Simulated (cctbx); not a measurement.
# Which space group?

Cell: a = 4.2490 Å, b = 19.7490 Å, c = 4.6770 Å, α = 90.00°, β = 90.00°, γ = 90.00°. Expected content of the cell: Sr4 Cu4 S8.

The data are simulated with cctbx, not measured: Mo Kα, λ = 0.71073 Å, to d = 0.8 Å, 70 % of the full sphere, strongest reflection 20000 counts, noise from counting, a 4 % proportional error and a noise floor of 2 counts (s.d.); no absorption.

A first pass over the reflections prints:

```text
2225 reflections to d = 0.800 A
centring   violations  <I/sigma> of those
    A        510 of  1113      7.3
    B        510 of  1135      7.2
    C          0 of  1130      0.0
    I        542 of  1140      7.4
    R        680 of  1484      7.5
    F        510 of  1689      4.8
Laue class    unique    Rint  (classes that these axes allow; Friedel mates merged)
C 1 2/m 1         411   0.033
C 2/m 1 1         442   0.033
C m m m           262   0.035
space group    extra absences  I>4sigma  <I/sigma>
C 2 2 21                5          0       0.2  acentric
C 2 2 2                 0          0         -  acentric
C m m 2                 0          0         -  acentric
C m c 21               19          0      -0.3  acentric
C 2 m m                 0          0         -  acentric
C m 2 m                 0          0         -  acentric
C 2 c m                19          0      -0.3  acentric
C m c m                19          0      -0.3  centric
C m m m                 0          0         -  centric
Wilson B = 1.11 A^2   <|E^2-1|> = 0.781 (0.968 centric, 0.736 acentric)   E^2>4: 0.4 %
shell (A)         n   <I/sigma>
 9.88 - 1.60     41     28.7
 1.60 - 1.27     34     30.9
 1.27 - 1.11     34     28.9
 1.11 - 1.01     32     28.2
 1.01 - 0.94     30     29.8
 0.94 - 0.88     32     27.6
 0.88 - 0.84     29     22.9
 0.84 - 0.80     30     25.1
```

Q: Read the symmetry from these tables.

The reflections that C centring forbids are absent (⟨I/σ⟩ near 0), so the lattice is C.

Rint stays low (0.033 to 0.035) up to C m m m, the highest class in these axes.

9 settings pass the absence test. The most absences obeyed, 19, belong to C m c 21, C 2 c m and C m c m, which absences can't tell apart.

⟨|E²−1|⟩ = 0.781 leans to a non-centrosymmetric structure. Here that hint misleads: the statistic assumes many like atoms on general positions, and few, heavy or special-position atoms break it. The Wilson B of 1.11 Å² means U ≈ 0.0141 Å².

The true group is Cmcm (no. 63), Laue class mmm, centrosymmetric. The tables only narrow the choice to the tied entries; cell content, site symmetry and trial solutions must settle it.

This is a model crystal, built by substitution and not relaxed, with assumed displacement parameters.

[Logs are printed without paths, hosts, clocks, repeated set-up lines and the standing remarks that a program may print on its own settings, such as how far it seeks lower states.]
